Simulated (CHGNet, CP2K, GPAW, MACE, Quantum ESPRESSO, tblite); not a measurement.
**Forces in twisted graphene double bilayer, 21.79° (56 atoms), program by program**

One geometry of twisted graphene double bilayer, 21.79° (56 atoms) is solved by several programs and methods. How far do their forces lie from a plane-wave PBE run?

Results are calculated, not measured.

### 1. The structure

The cell holds 56 atoms (56 C), with edges of 6.51, 6.51 and 24.08 Å. Recipe: graphene (a = 2.46 Å) under graphene (a = 2.46 Å), double bilayer, commensurate cell of 7 unit cells a layer, twist 21.79 deg; facing planes 3.44, 3.32, 3.32 Å apart as built; 14 Å of vacuum; minimised with a classical potential. Then every atom was moved at random, 0.05 Å r.m.s. a Cartesian component.

### 2. The reference input

Quantum ESPRESSO 7.5: Kohn-Sham DFT, PBE, SSSP efficiency 1.3.0 pseudopotentials, plane waves. Its input, pw.in:

```
&control
  calculation = 'scf'
  pseudo_dir = './pseudo'
  outdir = './tmp'
  disk_io = 'none'
  tprnfor = .true.
/
&system
  ibrav = 0
  nat = 56
  ntyp = 1
  ecutwfc = 45
  ecutrho = 360
  nosym = .true.
  occupations = 'smearing'
  smearing = 'fd'
  degauss = 0.003675
/
&electrons
  conv_thr = 2.8e-07
  electron_maxstep = 100
  mixing_beta = 0.2
  mixing_mode = 'local-TF'
  diagonalization = 'david'
/
ATOMIC_SPECIES
C 12.011 C.upf
CELL_PARAMETERS angstrom
6.50850 0.00000 0.00000
-3.25425 5.63653 0.00000
0.00000 0.00000 24.08000
ATOMIC_POSITIONS crystal
C 0.18984 0.23612 0.28870
C 0.25173 0.06030 0.28522
C 0.32355 0.66989 0.29066
C 0.37529 0.47871 0.29133
[... 50 atom lines left out ...]
C 0.32426 0.66217 0.71010
C 0.29327 0.42945 0.71259
K_POINTS gamma
```

```console
$ OMP_NUM_THREADS=1 mpirun -np 4 pw.x -in pw.in > output.txt
```

Run time: 80 s. Hardware: 4 MPI ranks of Arm Neoverse V1, shared host; peak memory 1.6 GiB.

It converged with an r.m.s. force component of 3.2 eV/Å.

### 3. What was run beside it

- CHGNet: machine-learned potential, published weights.
- CP2K 2026.2: Gaussian basis with GTH pseudopotentials and a plane-wave density; labels give functional, basis (MOLOPT sets; SR short-range, UZH the newer set with its own potentials), grid cutoff/relative cutoff and solver (OT: orbital transformation; TRS4, TC2, SIGN: linear-scaling purification with its sparsity filter), or its built-in tight binding.
- GPAW 26.7.0: PAW with atomic orbitals (LCAO), plane waves or a real-space grid of spacing h.
- MACE: machine-learned potential, published weights.
- Quantum ESPRESSO 7.5: plane waves; labels (QE) give functional, pseudopotential set and cutoffs of waves/density.
- tblite 0.8.0: extended tight binding, driven from Python.

All use the same cell and atoms, and the electronic-structure runs the same k-mesh.

### 4. Side by side

Differences are against the reference: forces as r.m.s. over components, share as that over the reference's r.m.s. force, slope as the fitted ratio of a run's forces to the reference's.

```
                                                                     run  Δ force, r.m.s. (meV/Å)  share (%)  slope  cores  CPU time  memory (GiB)
                                                               reference                        -          -      -      4   5.4 min           1.6
                                                  CHGNet 0.3.0 potential                      591       18.7  0.871      1     5.2 s           1.3
                 CP2K PBE+D4, DZVP-MOLOPT-SR, 450/50 Ry, diagonalisation                     59.1       1.87  1.014      2     3 min           2.2
           CP2K PBE, DZVP-MOLOPT-SR, 450/20 Ry, diagonalisation (coarse)                     54.9       1.74  1.014      2     2 min           2.2
                    CP2K PBE, DZVP-MOLOPT-SR, 450/50 Ry, diagonalisation                     50.5       1.60  1.013      2   3.1 min           2.2
                    CP2K PBE, DZVP-MOLOPT-SR, 630/50 Ry, diagonalisation                     50.6       1.60  1.013      2   4.2 min           3.0
                          CP2K PBE, DZVP-UZH, 450/50 Ry, diagonalisation                     48.3       1.53  1.014      4   3.8 min           2.9
                       CP2K PBE, TZVP-MOLOPT, 450/50 Ry, diagonalisation                     18.7      0.593  1.002      4    31 min           3.1
CP2K r2SCAN, SCAN potentials, DZVP-UZH(SCAN), 600/50 Ry, diagonalisation                     84.7       2.68  1.024      4   9.3 min           3.6
 CP2K revPBE, PBE potentials, DZVP-MOLOPT-SR, 450/50 Ry, diagonalisation                     41.6       1.32  1.011      2   2.9 min           2.2
                                             GPAW LDA, LCAO dzp, h 0.2 Å                      169       5.33  1.046      1      43 s          0.55
                                             GPAW PBE, LCAO dzp, h 0.2 Å                      204       6.45  1.057      1      49 s          0.55
                       GPAW PBE, LCAO dzp, h 0.2 Å, other mixer settings                      204       6.45  1.057      1      67 s          0.51
                                   GPAW PBE, LCAO dzp, h 0.25 Å (coarse)                      200       6.33  1.053      1      36 s          0.38
                               GPAW PBE, LCAO szp(dzp), h 0.2 Å (coarse)                      383       12.1  1.066      1      39 s          0.53
                                             MACE MP-0b2 small potential                      364       11.5  0.990      1     9.3 s          0.67
                                             MACE MPA-0 medium potential                      275       8.70  1.026      1      12 s          0.94
                                             QE PBE, sg15-1.2, 80/320 Ry                     38.0        1.2  0.990      1     7 min           0.9
                  QE PBE, sssp-1.3.0-efficiency, 45/360 Ry, rmm-davidson                    0.139      0.004  1.000      2   5.2 min           1.4
                                                         tblite GFN1-xTB                      190       6.01  0.975      1     1.4 s           0.1
                                                         tblite GFN2-xTB                      204       6.45  0.962      1     4.1 s           0.1
```

Rows marked coarse were listed beforehand as settings not expected to be converged; some can still land near the reference.

Times of the machine-learned potentials are mostly Python's start and the loading of weights.

CPU time is summed over cores on shared hosts, so it is rough.

### 5. What came out

Forces lie from 0.004 % (QE PBE, sssp-1.3.0-efficiency, 45/360 Ry, rmm-davidson) to 19 % (CHGNet 0.3.0 potential) of the reference's r.m.s. force of 3.2 eV/Å away from it. Other PBE runs on plane waves or a grid: QE PBE, sg15-1.2, 80/320 Ry 1.2 % and QE PBE, sssp-1.3.0-efficiency, 45/360 Ry, rmm-davidson 0.004 % of the r.m.s. force; the reference has errors of its own, so differences under a few per cent don't tell which side is nearer the exact PBE result. With the reference's own potentials and cutoffs, another solver or threshold moves forces by 0.004 % (QE PBE, sssp-1.3.0-efficiency, 45/360 Ry, rmm-davidson). The PBE runs in local orbitals, coarse settings apart, differ by 0.59 % (CP2K PBE, TZVP-MOLOPT, 450/50 Ry, diagonalisation) to 6.5 % (GPAW PBE, LCAO dzp, h 0.2 Å); basis, grid and potentials can all enter.

Tight binding differs by 6.0 % (tblite GFN1-xTB) to 6.5 % (tblite GFN2-xTB); it is another model, with fitted parameters of its own, and the xTB methods hold dispersion. Machine-learned potentials differ by 8.7 % (MACE MPA-0 medium potential) to 19 % (CHGNet 0.3.0 potential); they were trained on other programs' data. Rows with another functional or a dispersion term differ by 1.3 % (CP2K revPBE, PBE potentials, DZVP-MOLOPT-SR, 450/50 Ry, diagonalisation) to 5.3 % (GPAW LDA, LCAO dzp, h 0.2 Å), which mixes the change of model with differences of basis and potentials, some of them made for another functional. Runs with settings chosen to be coarse differ by 1.7 % (CP2K PBE, DZVP-MOLOPT-SR, 450/20 Ry, diagonalisation) to 12 % (GPAW PBE, LCAO szp(dzp), h 0.2 Å), their programs' other errors included. From CP2K PBE, DZVP-MOLOPT-SR, 450/20 Ry, diagonalisation to the finer CP2K PBE, DZVP-MOLOPT-SR, 630/50 Ry, diagonalisation the share goes from 1.74 to 1.60 %, so the grid isn't what parts these runs from the reference. From GPAW PBE, LCAO dzp, h 0.25 Å to the finer GPAW PBE, LCAO dzp, h 0.2 Å, other mixer settings the share goes from 6.33 to 6.45 %, so the grid isn't what parts these runs from the reference.

Caveats: Periodic xTB results under one method name differ between programs and library versions. Machine-learned potentials mimic data converged in k, so the reference's own k-point error enters their differences. The cell is under 6 Å thick along two periodic directions, so every atom has periodic images of itself close by, which move with it. The reference's PBE has no dispersion term, which matters for the binding between molecules or layers. One k-point is far too coarse for the carbon or group-IV sheet, and it can put spurious forces of up to about 1 eV/Å on the sheet's atoms. The electronic-structure runs sample only Γ, in a cell whose shortest periodic width is 6 Å. The slab repeats along its normal with no dipole correction. Where levels are smeared, the DFT runs use Fermi–Dirac occupations at 580 K (0.05 eV), and energies are free energies. The atoms were displaced at random, and shares hang on the size of the forces that this gives. The reference's cutoffs and mesh weren't converged further here.

[Logs are printed without paths, hosts, clocks, repeated set-up lines and the standing remarks that a program may print on its own settings, such as how far it seeks lower states.]

[Hosts, paths, dates, database ids (printed as entryN), source tags and the programs' standing remarks are cut or masked in the printed files.]

[Cells were taken only where this reference lay near another plane-wave run.]
